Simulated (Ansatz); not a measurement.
## Debugging a many-body input for InSe (R3m)

A first try at the G0W0 gap of InSe (R3m), what the program said, and an input that works.

Calculated with Ansatz 0.2.0; G0W0 on r2SCAN, plane waves, PAW.

The database entry behind the starting cell differs from later determinations by our own check (c about 1.5 % long), so it need not match the best structure at ambient conditions.

### Step 1. The starting structure

It takes space group R3m (No. 160, trigonal). Conventional cell: a = 4.000 Å, b = 4.000 Å, c = 25.320 Å, α = 90.00°, β = 90.00°, γ = 120.00°. Nearest to In lie 3 Se at 2.64 Å and 1 In at 2.82 Å. In has 3 Se at 2.63 Å and 1 In at 2.82 Å nearest. Se has 3 In at 2.64 Å nearest. Nearest to Se lie 3 In at 2.63 Å. Farther neighbours and most contacts between anions are not listed.

As a file:

```cif
data_structure
_symmetry_space_group_name_H-M 'R3m:H'
_symmetry_Int_Tables_number 160
_cell_length_a 4.0000
_cell_length_b 4.0000
_cell_length_c 25.3200
_cell_angle_alpha 90.000
_cell_angle_beta 90.000
_cell_angle_gamma 120.000
_cell_volume 350.84
loop_
_atom_site_label
_atom_site_type_symbol
_atom_site_symmetry_multiplicity
_atom_site_Wyckoff_symbol
_atom_site_fract_x
_atom_site_fract_y
_atom_site_fract_z
_atom_site_occupancy
In1 In 3 a 0.00000 0.00000 0.00000 1
In2 In 3 a 0.66667 0.33333 0.22193 1
Se1 Se 3 a 0.33333 0.66667 0.05017 1
Se2 Se 3 a 0.00000 0.00000 0.17190 1
```

The cell and positions come from the Crystallography Open Database and are kept as given unless a step says otherwise. The default PAW set here is soft_2. Its files were made with PBE.

### Step 2. First try

Contents of input.yaml:

```yaml
crystal:
  lattice:
    - [2.0, 1.1547005384, 8.44]
    - [-2.0, 1.1547005384, 8.44]
    - [0.0, -2.3094010768, 8.44]
  atoms:
    - { symbol: In, position: [0.0, 0.0, 0.0] }
    - { symbol: In, position: [0.1114, 0.1114, 0.1114] }
    - { symbol: Se, position: [0.6165, 0.6165, 0.6165] }
    - { symbol: Se, position: [0.8281, 0.8281, 0.8281] }
kpoints:
  mp_grid: { grid: [1, 1, 1] }
hamiltonian:
  xc: r2scan
scf:
  occupations: { method: fixed }
gw:
  n_empty_bands: 190
  ecut_chi: 80
  qp_bands: [v2, c2]
  qp_kpoints: band_edges
  screening: { model: contour_deformation }
```

Run with:

```console
$ ansatz run input.yaml --threads 3 --pin off --max-ram 92160MiB --backend cuda --events-out ev --progress --plain --runs-dir out --devices 1 --max-vram 13GiB
```

Numbers of over 12 decimals in the logs are rounded to 6 here.

The program printed:

```text
GPUs: using 1 of 1 available (devices: 1).
Engine: ansatz 0.2.0, x86_64-unknown-linux-gnu
Pseudopotentials: kind: paw
Pseudopotential: In, paw, valence charge 13, recommended cutoff 500 eV (meta_gga), In.paw.azcp
Pseudopotential: Se, paw, valence charge 16, recommended cutoff 500 eV (meta_gga), Se.paw.azcp
Functional definition: r2SCAN
  parameter k0 = 0.174
  parameter k1 = 0.065
  parameter a1 = 4.9479
  exchange = r2scan_x(k0 = k0, k1 = k1, a1 = a1)
  correlation = r2scan_c
device memory: the entry about to start is reckoned to put 2.1 GiB on a device that reports 46.6 GiB free (of which the cap on the GPU budget leaves the run 13.0 GiB)
GPU FFT provider: cuFFT
GPU libraries: cuBLAS 13.8.2, cuFFT 12.4.0, cuSOLVER 12.3.4
Crystal: 4 atoms, lattice volume = 116.948 Å³
Basis set: ecut = 500 eV, 2965 PW (Γ), exchange–correlation on 256×256×256 points (64 copies of the dense FFT grid, shifted against one another)
Bands: 35, of which v1, the nominal top of the filled ones, is band 29 counted from 1 (28 counted from 0)
Symmetry: 6 space group operations
Space group: R3m (ITA 160), of the structure as read, at distance tolerance 4.9e-5 Å
k-points: 1
Non-local potential: In, projectors of the file, l = 0: 2, l = 1: 2, l = 2: 2, l = 3: 2
Non-local potential: Se, projectors of the file, l = 0: 2, l = 1: 2, l = 2: 3, l = 3: 1
PAW form: soft (Blöchl's): semilocal exchange-correlation on the pseudo side does not see the compensation charge
PAW frozen core: In, regenerated for the run's functional (the file was generated under x = pbe(κ = 0.804, μ = 0.219515), c = pbe(β = 0.066725))
PAW frozen core: Se, regenerated for the run's functional (the file was generated under x = pbe(κ = 0.804, μ = 0.219515), c = pbe(β = 0.066725))
PAW one-centre angular grid: In, 590 points (default); XC on 289 of its mesh's 2783 points in the sphere
PAW one-centre angular grid: Se, 590 points (default); XC on 160 Gauss nodes
Initial density: superposition of atomic densities (neutral atoms: chi_scale 0, normalization atom), corrected by the library's trained network
Initial wavefunctions: pseudopotential atomic-orbital guess
GPU buffer pool allocated for 262144 grid points (all kernels)
GPU transforms: local potential and band sums: pruned to the plane-wave sphere, on 64×64×64
Functional: x = r2scan, c = r2scan; τ floored in thin density (d = 2e-4 eV/Å³)
SCF iter   1: F=—  HF=-22172.483414 eV  |F-HF|=—  |Δ(HF+E_count)|=         —  Δρ=4.24e-2  dr2=4.35e0  dr2_τ=1.16e-1  ethr=1.77e-3  ⟨swp⟩=5.0  Hψ=127  notcnv=0  defer=4
preconditioner: auto → Resta (q_TF=auto, 2.427 Å⁻¹)  ε∞=3.1  [insulator: Δε(μ)=3.320 eV  Ē_g=14.590 eV  n_scr=30 (ndim 8)  ℏωp=21.2 eV  f_vac=0.087  ε∞_Penn≈3.1]
SCF iter   2: F=—  HF=-22171.773173 eV  |F-HF|=—  |Δ(HF+E_count)|=   7.10e-1  Δρ=2.00e-2  dr2=4.62e-1  dr2_τ=1.97e-2  ethr=1.77e-3  ⟨swp⟩=4.0  Hψ=68  notcnv=0  defer=4
SCF iter   3: F=—  HF=-22171.778690 eV  |F-HF|=—  |Δ(HF+E_count)|=   5.52e-3  Δρ=7.81e-3  dr2=6.89e-2  dr2_τ=2.07e-3  ethr=7.96e-4  ⟨swp⟩=3.0  Hψ=74  notcnv=0  defer=4
SCF iter   4: F=—  HF=-22171.800496 eV  |F-HF|=—  |Δ(HF+E_count)|=   2.18e-2  Δρ=2.02e-3  dr2=5.05e-3  dr2_τ=1.65e-4  ethr=1.19e-4  ⟨swp⟩=2.0  Hψ=44  notcnv=0  defer=4
SCF iter   5: F=—  HF=-22171.804126 eV  |F-HF|=—  |Δ(HF+E_count)|=   3.63e-3  Δρ=5.54e-4  dr2=5.49e-4  dr2_τ=1.99e-5  ethr=8.71e-6  ⟨swp⟩=2.0  Hψ=64  notcnv=0  defer=4
SCF iter   6: F=—  HF=-22171.804760 eV  |F-HF|=—  |Δ(HF+E_count)|=   6.34e-4  Δρ=1.70e-4  dr2=5.11e-5  dr2_τ=1.13e-6  ethr=9.47e-7  ⟨swp⟩=2.0  Hψ=64  notcnv=0  defer=4
SCF iter   7: F=—  HF=-22171.804825 eV  |F-HF|=—  |Δ(HF+E_count)|=   6.50e-5  Δρ=5.06e-5  dr2=3.07e-6  dr2_τ=4.69e-7  ethr=8.81e-8  ⟨swp⟩=2.0  Hψ=54  notcnv=0  defer=4
SCF iter   8: F=—  HF=-22171.804828 eV  |F-HF|=—  |Δ(HF+E_count)|=   3.29e-6  Δρ=1.45e-5  dr2=4.26e-7  dr2_τ=1.63e-8  ethr=5.29e-9  ⟨swp⟩=2.0  Hψ=52  notcnv=0  defer=4
SCF iter   9: F=-22171.804828 eV  HF=-22171.804828 eV  |F-HF|=4.55e-8  |Δ(HF+E_count)|=   5.87e-7  Δρ=5.00e-6  dr2=5.82e-8  dr2_τ=2.02e-9  ethr=1.72e-10  ⟨swp⟩=10.0  Hψ=164  notcnv=0
SCF 1 converged in 9 iterations: F = -22171.804828 eV  dr2 = 5.82e-8
[...]
device memory: the entry about to start is reckoned to put 2.2 GiB on a device that reports 48.6 GiB free (of which the cap on the GPU budget leaves the run 13.0 GiB)
NSCF: frozen V_eff on 1 k-points
[...]
device memory: the entry about to start is reckoned to put 0.9 GiB on a device that reports 48.6 GiB free (of which the cap on the GPU budget leaves the run 13.0 GiB)
NSCF: frozen V_eff on 1 k-points
G₀W₀ screening: q 1/1
G₀W₀ self-energy: k 1/1
device memory: the entry about to start is reckoned to put 0.8 GiB on a device that reports 48.5 GiB free (of which the cap on the GPU budget leaves the run 13.0 GiB)
NSCF: frozen V_eff on 1 k-points
device memory: the entry about to start is reckoned to put 0.8 GiB on a device that reports 48.5 GiB free (of which the cap on the GPU budget leaves the run 13.0 GiB)
NSCF: frozen V_eff on 1 k-points
device memory: the entry about to start is reckoned to put 0.8 GiB on a device that reports 48.0 GiB free (of which the cap on the GPU budget leaves the run 13.0 GiB)
NSCF: frozen V_eff on 1 k-points
device memory: the entry about to start is reckoned to put 0.8 GiB on a device that reports 47.9 GiB free (of which the cap on the GPU budget leaves the run 13.0 GiB)
NSCF: frozen V_eff on 1 k-points
device memory: the entry about to start is reckoned to put 0.8 GiB on a device that reports 47.8 GiB free (of which the cap on the GPU budget leaves the run 13.0 GiB)
NSCF: frozen V_eff on 1 k-points
device memory: the entry about to start is reckoned to put 0.8 GiB on a device that reports 47.3 GiB free (of which the cap on the GPU budget leaves the run 13.0 GiB)
NSCF: frozen V_eff on 1 k-points
device memory: the entry about to start is reckoned to put 0.8 GiB on a device that reports 44.9 GiB free (of which the cap on the GPU budget leaves the run 13.0 GiB)
NSCF: frozen V_eff on 1 k-points
device memory: the entry about to start is reckoned to put 0.8 GiB on a device that reports 44.8 GiB free (of which the cap on the GPU budget leaves the run 13.0 GiB)
NSCF: frozen V_eff on 1 k-points
SCF converged after 9 iterations
Free energy (F): -22171.804828 eV
Harris-Foulkes:  -22171.804828 eV  (|F-HF|=4.55e-8)
Internal energy: -22171.804828 eV  (E = F + TS)
E sigma→0 (E₀):  -22171.804828 eV
Fermi energy:    6.619729 eV
--- Per-component energies (eV) ---
  E_band       = -906.114409
  E_kinetic    = 742.715734
  E_local      = -7965.947579  (includes V_loc(G=0)·N_el)
  E_nonlocal   = -455.371116
  E_hartree    = 3693.119264
  E_xc         = -601.611051
  E_vxc        = -429.050470  (∫ρ·V_xc dr)
  E_paw        = -12218.907415  (= ΣΔE_a)
  E_vpaw       = -209.932400  (= ΣTr[D̂ρ^β])
  E_aug_tail   = -0.000401  (compensation charges beyond the density's cutoff)
  E_vtau       = 25.234217  (kinetic-family band-sum trace: ∫τ·v_τ [+ j·A + Jᵃ·Aᵃ] dr)
  E_ewald      = -5364.203816
  E_core_change = -1.598449  (= ΣΔE_core)
  E_smearing   = -0.000000  (= −TS)
  E_closure    = -0.000000  (closes the sum)
  Σ components = -22171.804828   (vs F -22171.804828, Δ=0.00e0)
--- Band table (eV) ---
  k-point 0: bands = [... 25 lower, 6.5773, 6.5773, 6.6197, 6.6197, 9.5975, 9.9560, 11.6677, 11.6677, ... 2 higher]
--- G₀W₀: contour deformation, 6 samples at zero and on the imaginary axis and 0 off it, 1 q-point, 190 empty bands' worth ---
  eigenvalues of the whole cell's RPA ε∞ on this k-mesh (on a slab, of 1 + 4πα/V) = 2.5224, 22.3824, 22.3824; static W/v taken at q = 0 is -0.271210
  gw.qp_kpoints: band_edges: 1 of 1 stored k-point solved, in 1 pass; an edge of the gap read off the rows below is read off those points alone
    ik  band        ε_KS         Σx   Σc(E_QP)       V_xc       Z   E_QP_lin       E_QP  E_QP is
     0    28      6.6197   -19.8746     4.4541   -15.9145  0.6850     7.1075     7.1137  root
     0    29      6.6197   -19.8746     4.4541   -15.9145  0.6850     7.1075     7.1137  root
     0    30      9.5975    -9.5287    -5.2583   -14.1852  0.7162     9.0017     8.9957  root
     0    31      9.9560    -7.0387    -5.8960   -12.0710  0.7237     9.1074     9.0923  root
```

Run time: 12 s. Hardware: 1 × NVIDIA H100 80GB HBM3 (shared by 6 runs) with 3 threads of AMD EPYC 7R13 (Zen 3), shared host; peak memory 1.7 GiB.

**What went wrong?**

The run ended normally, though the input holds a fault or crude settings.

The fault: G0W0 on a mesh far too coarse. So few points can't sample the density or the screening, and the band edges may lie elsewhere in the zone.

It printed a gap of 1.88 eV, which is an artefact of the settings.

### Step 3. A better input

G0W0 replaces the xc potential by the self-energy, built once from these orbitals. Only a window of levels is corrected, while the sums run over the empty bands that the input names.

Changes to input.yaml since step 2:

```diff
@@ -11,3 +11,3 @@
 kpoints:
-  mp_grid: { grid: [1, 1, 1] }
+  mp_grid: { grid: [4, 4, 4] }
 hamiltonian:
@@ -17,4 +17,4 @@
 gw:
-  n_empty_bands: 190
-  ecut_chi: 80
+  n_empty_bands: 349
+  ecut_chi: 120
   qp_bands: [v2, c2]
```

The program printed:

```text
GPUs: using 1 of 1 available (devices: 1).
[...]
GPU FFT provider: cuFFT
GPU libraries: cuBLAS 13.8.2, cuFFT 12.4.0, cuSOLVER 12.3.4
Crystal: 4 atoms, lattice volume = 116.948 Å³
Basis set: ecut = 500 eV, 2965 PW (Γ), exchange–correlation on 256×256×256 points (64 copies of the dense FFT grid, shifted against one another)
Bands: 35, of which v1, the nominal top of the filled ones, is band 29 counted from 1 (28 counted from 0)
[... 1 set-up line as in the run before ...]
[...]
k-points: 13 of 64 (time reversal used)
[...]
GPU buffer pool allocated for 262144 grid points (all kernels)
[...]
SCF iter   1: F=—  HF=-22182.513806 eV  |F-HF|=—  |Δ(HF+E_count)|=         —  Δρ=6.19e-3  dr2=3.79e-2  dr2_τ=1.63e-2  ethr=1.77e-3  ⟨swp⟩=5.0  Hψ=1636  notcnv=0  defer=52
[...]
1    28      5.2313   -17.6798     1.8643   -15.3716  0.7576     4.7828     4.7874  root
     1    29      6.0258   -15.7995     1.3063   -14.0203  0.7680     5.5477     5.5530  root
     1    30      9.4079    -7.7182    -3.7299   -11.5787  0.7953     9.5388     9.5385  root
     1    31      9.6048    -9.7495    -3.8090   -13.8096  0.7832     9.8571     9.8559  root
     2    28      4.7376   -17.2834     1.9977   -14.8170  0.7513     4.2631     4.2690  root
     2    29      5.3410   -15.5083     1.4290   -13.5842  0.7644     4.8403     4.8459  root
     2    30      8.5521    -7.7342    -3.3849   -11.1958  0.8006     8.6288     8.6288  root
     2    31      9.3540    -9.6547    -3.7942   -13.6887  0.7838     9.5950     9.5938  root
[...]
12    28      5.8666   -18.3293     1.7385   -16.1895  0.7635     5.4622     5.4653  root
    12    29      7.0613   -16.3134     0.8499   -15.0772  0.7786     6.6735     6.6751  root
    12    30      7.9252   -10.1624    -3.3090   -13.6002  0.8012     8.0541     8.0540  root
    12    31      9.6901    -8.0609    -4.0084   -12.2070  0.7941     9.8280     9.8277  root
[key lines of the parts left out:]
SCF converged after 7 iterations
Free energy (F): -22182.526813 eV
Fermi energy:    7.061300 eV
```

The job ended after 59 s (1 × NVIDIA H100 80GB HBM3 (shared by 6 runs) with 3 threads; peak memory 2.3 GiB; 92 s of CPU time).

Numbers from this step:

| Quantity | Value |
| --- | --- |
| bands summed | 378 |
| RPA ε∞ on this mesh (eigenvalues) | 7.956, 7.956, 10.49 |
| plane waves in the screening matrix | 363 |
| q-points in the mesh | 64 |
| G0W0 gap on the mesh | 1.379 eV |
| k of the valence top | -0.5, -0.5, -0.5 |
| k of the conduction bottom | -0.5, -0.5, -0.5 |
| starting gap on the mesh | 0.8639 eV |
| Z at the valence top | 0.7786 |
| Z at the conduction bottom | 0.8012 |
| least direct G0W0 gap on the computed points | 1.379 eV |

The gap on the mesh goes from 0.86 eV to 1.38 eV, a correction of +0.52 eV. Between the two edge states, bare exchange in place of the xc potential would open the gap by 4.67 eV, and correlation takes back 4.16 eV.

### Step 4. Summary of results

```json
{
  "first try": "converged after 12 s",
  "better run": "G0W0 gap on the mesh 1.38 eV (4×4×4 mesh, 349 empty bands, screening to 120 eV)"
}
```

In words: The second run differs in: mesh, empty bands and screening cutoff (eV). Bands and cutoff are finite, so the gap is not at the basis limit. The miss can reach some tenths of an eV and take either sign; the mesh is an error of its own. The many-body steps are scalar-relativistic: spin-orbit coupling is not in them.

[Paths, hosts, dates, memory and timing lines, banners, echoed tables and standing remarks are left out of the program output.]

[Logs are printed without paths, hosts, clocks, repeated set-up lines and the standing remarks that a program may print on its own settings, such as how far it seeks lower states.]

[Runs of the session that timed out or met a known fault of the program may be left out.]

[Cells called generated may have been cut or substituted from an entry of the Crystallography Open Database or the Materials Project.]

[Hosts, paths, dates, database ids (printed as entryN), source tags and the programs' standing remarks are cut or masked in the printed files.]
